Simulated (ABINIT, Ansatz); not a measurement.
## GaN (P6_3mc): G0W0 with ABINIT, start to end

Aim: the G0W0 gap of GaN (P6_3mc) on PBE, step by step.

Calculated with ABINIT 10.8.3; PBE and many-body steps on it, plane waves.

The database entry behind the starting cell differs from later determinations by our own check (about 0.3 % short, ideal inner coordinate), so it need not match the best structure at ambient conditions.

### 1. Set-up

The structure is hexagonal, space group P6_3mc (No. 186). The conventional cell has a = 3.180 Å, b = 3.180 Å, c = 5.166 Å, α = 90.00°, β = 90.00°, γ = 120.00°. Nearest to Ga lie 4 N at 1.94 to 1.95 Å. Nearest to N lie 4 Ga at 1.94 to 1.95 Å. Farther neighbours and most contacts between anions are not listed.

The cell and positions come from the Crystallography Open Database and are kept as given unless a step says otherwise.

### 2. Ground state

This step: ABINIT 10.8.3; DFT, PBE, plane waves, norm-conserving pseudopotentials.

The ground-state density comes first.

Input file run.abi:

```
acell 3*1.0 Angstrom
rprim 
  3.179999999980 0.000000000005 0.000000000000
  -1.589999999994 2.753960784015 0.000000000000
  0.000000000000 0.000000000000 5.166000000000
ntypat 2
znucl 31 7
natom 4
typat 1 1 2 2
xred 
  0.333333333333 0.666666666667 0.000000000000
  0.666666666667 0.333333333333 0.500000000000
  0.333333333333 0.666666666667 0.375000000000
  0.666666666667 0.333333333333 0.875000000000
pp_dirpath "pseudos"
pseudos "Ga.upf, N.upf"
ecut 45
ngkpt 6 6 4
nshiftk 1
shiftk 0 0 0
kptopt 1
chksymbreak 0
nband 32
occopt 1
tolvrs 1e-10
nstep 60
prtwf 0
optforces 0
optstress 0
indata_prefix "in"
outdata_prefix "out"
tmpdata_prefix "tmp"
```

The run is started by

```sh
$ OMP_NUM_THREADS=1 mpirun -n 4 abinit run.abi > log
```

Numbers of over 12 decimals in the logs are rounded to 6 here.

Log:

```text
.Version 10.8.3 of ABINIT. v10.8.2 released Aug 2026.

 Symmetries : space group P6_3 m c (#186); Bravais hP (primitive hexag.)
================================================================================
 Values of the parameters that define the memory need of the present run
     intxc =       0    ionmov =       0      iscf =       7    lmnmax =       6
     lnmax =       6     mgfft =      60  mpssoang =       3    mqgrid =    3001
     natom =       4  nloc_mem =       1    nspden =       1   nspinor =       1
    nsppol =       1      nsym =      12    n1xccc =    2501    ntypat =       2
    occopt =       1   xclevel =       2
-    mband =          32        mffmem =           1         mkmem =           6
       mpw =        4428          nfft =       96000          nkpt =          21
================================================================================
  Rough estimation (10% accuracy) of disk space for files :
================================================================================

--------------------------------------------------------------------------------
------------- Echo of variables that govern the present computation ------------
--------------------------------------------------------------------------------
 -outvars: echo values of preprocessed input variables --------
            acell      1.8897261259E+00  1.8897261259E+00  1.8897261259E+00 Bohr

      chksymbreak           0
             ecut      4.50000000E+01 Hartree
-          fftalg         312

              ixc     -101130
              kpt      0.00000000E+00  0.00000000E+00  0.00000000E+00
                       1.66666667E-01  0.00000000E+00  0.00000000E+00
                       3.33333333E-01  0.00000000E+00  0.00000000E+00
                       5.00000000E-01  0.00000000E+00  0.00000000E+00
                       1.66666667E-01  1.66666667E-01  0.00000000E+00
                       3.33333333E-01  1.66666667E-01  0.00000000E+00
                       3.33333333E-01  3.33333333E-01  0.00000000E+00
                       0.00000000E+00  0.00000000E+00  2.50000000E-01
                       1.66666667E-01  0.00000000E+00  2.50000000E-01
   [... 10 further rows ...]
                       3.33333333E-01  1.66666667E-01  5.00000000E-01
                       3.33333333E-01  3.33333333E-01  5.00000000E-01
         kptrlatt        6    0    0      0    6    0      0    0    4
          kptrlen      3.60559745E+01
P           mkmem           6
            natom           4
            nband          32
            ngfft          40      40      60
             nkpt          21
            nstep          60
             nsym          12
           ntypat           2
              occ      2.000000  2.000000  2.000000  2.000000  2.000000  2.000000
                       2.000000  2.000000  2.000000  2.000000  2.000000  2.000000
                       2.000000  2.000000  2.000000  2.000000  2.000000  2.000000
                       2.000000  2.000000  2.000000  2.000000  2.000000  2.000000
                       2.000000  2.000000  0.000000  0.000000  0.000000  0.000000
                       0.000000  0.000000
        optforces           0
        optstress           0
            prtwf           0
            rprim      3.1800000000E+00  5.0000000000E-12  0.0000000000E+00
[...]
spgroup         186

           tolvrs      1.00000000E-10

             xred      3.3333333333E-01  6.6666666667E-01  1.1102230246E-16
[...]
znucl       31.00000    7.00000

================================================================================

 chkinp: Checking input parameters for consistency.

================================================================================
== DATASET  1 ==================================================================
-   mpi_nproc: 4, omp_nthreads: 1 (-1 if OMP is not activated)

--- !DatasetInfo
iteration_state: {dtset: 1, }
dimensions: {natom: 4, nkpt: 21, mband: 32, nsppol: 1, nspinor: 1, nspden: 1, mpw: 4428, }
cutoff_energies: {ecut:  45.0, pawecutdg:  -1.0, }
electrons: {nelect:   5.20000000E+01, charge:   0.00000000E+00, occopt:   1.00000000E+00, tsmear:   1.00000000E-02, }

 Real(R)+Recip(G) space primitive vectors, cartesian coordinates (Bohr,Bohr^-1):
 R(1)=  6.0093291  0.0000000  0.0000000  G(1)=  0.1664079  0.0960757  0.0000000
 R(2)= -3.0046645  5.2042316  0.0000000  G(2)=  0.0000000  0.1921513  0.0000000
 R(3)=  0.0000000  0.0000000  9.7623252  G(3)=  0.0000000  0.0000000  0.1024346
 Unit cell volume ucvol=  3.0530638E+02 bohr^3
 Angles (23,13,12)=  9.00000000E+01  9.00000000E+01  1.20000000E+02 degrees

 getcut: wavevector=  0.0000  0.0000  0.0000  ngfft=  40  40  60
         ecut(hartree)=     45.000   => boxcut(ratio)=   2.03529

--- Pseudopotential description ------------------------------------------------
- Ga Generated using ONCVPSP code by D. R. Hamann
- 31.00000  21.00000  171031                  znucl, zion, pspdat
12 -101130 2 -1 1902                          pspcod,pspxc,lmax,lloc,mmax
     nproj     2     2     2
  pspatm : epsatm=   21.85474337
         --- l  ekb(1:nproj) -->
[...]
pspatm: atomic psp has been read  and splines computed

- N Generated using ONCVPSP code by D. R. Hamann
-  7.00000   5.00000  171031                  znucl, zion, pspdat
12 -101130 1 -1 1058                          pspcod,pspxc,lmax,lloc,mmax
     nproj     2     2     0
  pspatm : epsatm=    5.20977870
         --- l  ekb(1:nproj) -->
[...]
pspatm: atomic psp has been read  and splines computed

   2.81471030E+03                                ecore*ucvol(ha*bohr**3)
--------------------------------------------------------------------------------

_setup2: Arith. and geom. avg. npw (full set) are    4401.646    4401.635

================================================================================

--- !BeginCycle
iteration_state: {dtset: 1, }
solver: {iscf: 7, nstep: 60, nline: 4, wfoptalg: 0, }
tolerances: {tolvrs: 1.00E-10, }

     iter   Etot(hartree)      deltaE(h)  residm     vres2
 ETOT  1  -514.92082250196    -5.149E+02 7.161E-01 2.271E+03
 ETOT  2  -516.81090997342    -1.890E+00 8.366E-02 3.234E+03
 ETOT  3  -517.42688839870    -6.160E-01 6.563E-02 5.643E+01
 ETOT  4  -517.43207228461    -5.184E-03 6.894E-02 3.072E+01
 ETOT  5  -517.43527471751    -3.202E-03 8.294E-03 6.044E+00
 ETOT  6  -517.43636040844    -1.086E-03 2.939E-03 2.488E-01
 ETOT  7  -517.43640550944    -4.510E-05 9.695E-04 4.025E-02
 ETOT  8  -517.43641252824    -7.019E-06 2.041E-04 4.116E-03
 ETOT  9  -517.43641328477    -7.565E-07 3.526E-04 4.026E-05
 ETOT 10  -517.43641329431    -9.545E-09 8.301E-04 1.434E-07
 ETOT 11  -517.43641329437    -5.605E-11 1.060E-03 3.490E-09
 ETOT 12  -517.43641329438    -1.194E-11 1.318E-03 6.205E-11

 At SCF step   12       vres2   =  6.21E-11 < tolvrs=  1.00E-10 =>converged.

--- !ResultsGS
iteration_state: {dtset: 1, }
comment   : Summary of ground state results
lattice_vectors:
- [  6.0093291,   0.0000000,   0.0000000, ]
- [ -3.0046645,   5.2042316,   0.0000000, ]
- [  0.0000000,   0.0000000,   9.7623252, ]
lattice_lengths: [   6.00933,    6.00933,    9.76233, ]
lattice_angles: [ 90.000,  90.000, 120.000, ] # degrees, (23, 13, 12)
lattice_volume:   3.0530638E+02
convergence: {deltae: -1.194E-11, res2:  6.205E-11, residm:  1.318E-03, diffor:  0.000E+00, }
etotal    :  -5.17436413E+02
entropy   :   0.00000000E+00
fermie    :   2.58513345E-01
cartesian_stress_tensor: null
pressure_GPa: null
xred      :
- [  3.3333E-01,   6.6667E-01,   1.1102E-16, Ga]
- [  6.6667E-01,   3.3333E-01,   5.0000E-01, Ga]
- [  3.3333E-01,   6.6667E-01,   3.7500E-01,  N]
- [  6.6667E-01,   3.3333E-01,   8.7500E-01,  N]
cartesian_forces: null
force_length_stats: {min: null, max: null, mean: null, }

 Integrated electronic density in atomic spheres:
 ------------------------------------------------
 Atom  Sphere_radius  Integrated_density
[...]
4        2.00000          5.27233740
================================================================================

 ----iterations are completed or convergence reached----

 Mean square residual over all n,k,spin=   20.858E-07; max=  13.185E-04
 reduced coordinates (array xred) for    4 atoms
       0.333333333333      0.666666666667      0.000000000000
       0.666666666667      0.333333333333      0.500000000000
       0.333333333333      0.666666666667      0.375000000000
       0.666666666667      0.333333333333      0.875000000000
 rms dE/dt=  0.0000E+00; max dE/dt=  0.0000E+00; dE/dt below (all hartree)
    1       0.000000000000      0.000000000000      0.000000000000
    2       0.000000000000      0.000000000000      0.000000000000
    3       0.000000000000      0.000000000000      0.000000000000
    4       0.000000000000      0.000000000000      0.000000000000

 cartesian coordinates (angstrom) at end:
    1     -2.67e-12     1.835974     0.000000
    2      1.590000     0.917987     2.583000
    3     -2.67e-12     1.835974     1.937250
    4      1.590000     0.917987     4.520250
 length scales=  1.889726125908  1.889726125908  1.889726125908 bohr
              =  1.000000000000  1.000000000000  1.000000000000 angstroms
 prteigrs : about to open file out_EIG
 Fermi (or HOMO) energy (hartree) =   0.25851   Average Vxc (hartree)=  -0.43328
 Eigenvalues (hartree) for nkpt=  21  k points:
 kpt#   1, nband= 32, wtk=  0.00694, kpt=  0.0000  0.0000  0.0000 (reduced coord)
  -4.97080   -4.97080   -3.15811   -3.15802   -3.15802   -3.15797   -3.15797   -3.15792
  -0.33112   -0.29782   -0.24001   -0.23911   -0.23911   -0.23703   -0.23703   -0.23002
  -0.23002   -0.22652   -0.22652   -0.17866   -0.00361    0.21957    0.21957    0.25628
   0.25851    0.25851    0.33182    0.41761    0.59872    0.62503    0.62503    0.65916
 prteigrs : prtvol=0 or 1, do not print more k-points.

--- !EnergyTerms
iteration_state     : {dtset: 1, }
comment             : Components of total free energy in Hartree
kinetic             :  2.55484593629307E+02
hartree             :  2.00277848685065E+02
xc                  : -5.79576865800603E+01
Ewald energy        : -2.71479429302164E+02
psp_core            :  9.21929742789184E+00
local_psp           : -5.32238395717931E+02
non_local_psp       : -1.20742641436488E+02
total_energy        : -5.17436413294380E+02
total_energy_eV     : -1.40801620998884E+04
band_energy         : -6.17472971761360E+01

== END DATASET(S) ==============================================================
================================================================================

 -outvars: echo values of variables after computation  --------
           etotal     -5.1743641329E+02
            nband          32
             nkpt          21
          spgroup         186
 [... the other variables as echoed above ...]

 Calculation completed.
```

Elapsed: 67 s, on 4 MPI ranks of Intel Xeon Platinum 8259CL at 2.50GHz (Skylake/Cascade Lake), shared host; peak memory 0.39 GiB.

Numbers from this step:

```yaml
total_energy: -14080.1621 eV
gap: 1.995 eV
k_of_the_valence_top: 0, 0, 0
k_of_the_conduction_bottom: 0, 0, 0
least_direct_gap: 1.995 eV
```

The gap is direct, at Γ.

(Continued in part 2 of 3.)

[Paths, hosts, dates, memory and timing lines, banners, echoed tables and standing remarks are left out of the program output.]

[Logs are printed without paths, hosts, clocks, repeated set-up lines and the standing remarks that a program may print on its own settings, such as how far it seeks lower states.]

[Runs of the session that timed out or met a known fault of the program may be left out.]

[Hosts, paths, dates, database ids (printed as entryN), source tags and the programs' standing remarks are cut or masked in the printed files.]

[G0W0 gaps are taken among the corrected bands and points alone; a level outside them can change the order at an edge.]

[Where Ansatz stands beside ABINIT at settings called matched, ABINIT's density can come from a denser mesh and the files from another edition; pairs whose starting gaps differed by over 0.03 eV were left out, so agreement reads better than it is.]
